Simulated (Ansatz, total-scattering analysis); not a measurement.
## ethanol: neutron weights and totals by hand

A simulated model of ethanol at 300 K, fixed volume (mean pressure -0.3 GPa), from ab initio molecular dynamics with Ansatz (LDA, plane waves, PAW default files, Langevin thermostat, no spin, fixed volume, H with the mass of D). The average runs over 0.76 ps of 108 atoms, so shells between rare elements are rough. Mean temperature 288 K, largest m.s.d. 1.95 Å², energy drift -1 meV an atom (last third less first, no steady trend), Langevin friction 10 ps⁻¹; the first quarter of the run is discarded. Start: last frame of a classical run of this cell at the same density and temperature. So short a stretch relaxes bonds and nearest shells but still remembers its start. It is a liquid as far as so short a run tells. LDA overbinds hydrogen bonds, so O–O contacts come out short and the liquid too structured. Atom fractions C 0.2222, O 0.1111, H 0.6667; masses C 12.011, O 15.999, H 1.008 u; density 0.7900 g/cm³; coherent lengths C 6.6472, O 5.8037, H 6.6681 fm (H as D). Faber–Ziman partials at a few Q:

| Q (Å⁻¹) | S H–H | S C–H | S C–O | S C–C | S O–H | S O–O |
| --- | --- | --- | --- | --- | --- | --- |
| 1.20 | 0.411 | 2.907 | 1.472 | 1.096 | 1.476 | 1.218 |
| 1.50 | 0.683 | 4.070 | 2.382 | 5.896 | 1.591 | -0.896 |
| 3.50 | 1.202 | 0.836 | 0.395 | 0.572 | 0.784 | 1.309 |

The pair function g(CO), r in Å, every 0.06 Å up to its first minimum: 1.35 4.56, 1.41 20.89, 1.47 6.26, 1.53 0.07.

**Tasks.** (a) The number density. (b) The neutron weights. (c) The neutron S(Q) at the listed Q. (d) The number of O around C.

(a) The mean mass is 0.2222×12.011 + 0.1111×15.999 + 0.6667×1.008 = 5.118 u, so ρ₀ = 0.7900/(5.118 × 1.66054) = 0.09295 Å⁻³.

(b) ⟨b⟩ = 0.2222×6.6472 + 0.1111×5.8037 + 0.6667×6.6681 = 6.567 fm. The weight of a pair is ci cj bi bj (2 − δij)/⟨b⟩²: H–H 0.458, C–H 0.304, C–O 0.044, C–C 0.051, O–H 0.133, O–O 0.010; they sum to 1.000.

(c) S = 1 + Σ w (Sij − 1). At 1.20 Å⁻¹: 1 − 0.270 + 0.581 + 0.021 + 0.005 + 0.063 + 0.002 = 1.402; C–H pushes up most; H–H pulls down most. At 1.50 Å⁻¹: 1 − 0.145 + 0.935 + 0.061 + 0.248 + 0.079 − 0.018 = 2.160; C–H pushes up most; H–H pulls down most. At 3.50 Å⁻¹: 1 + 0.093 − 0.050 − 0.027 − 0.022 − 0.029 + 0.003 = 0.968; H–H pushes up most; C–H pulls down most.

(d) n = 4πρ₀ c(O) Σ r² g Δr. The sum Σ r² g over the listed points is 63.5 Å², so n = 4π × 0.09295 × 0.1111 × 63.5 × 0.06 = 0.49; counting pairs in the frames up to 1.80 Å gives 0.50. By balance, each O has n c(C)/c(O) = 0.99 C.
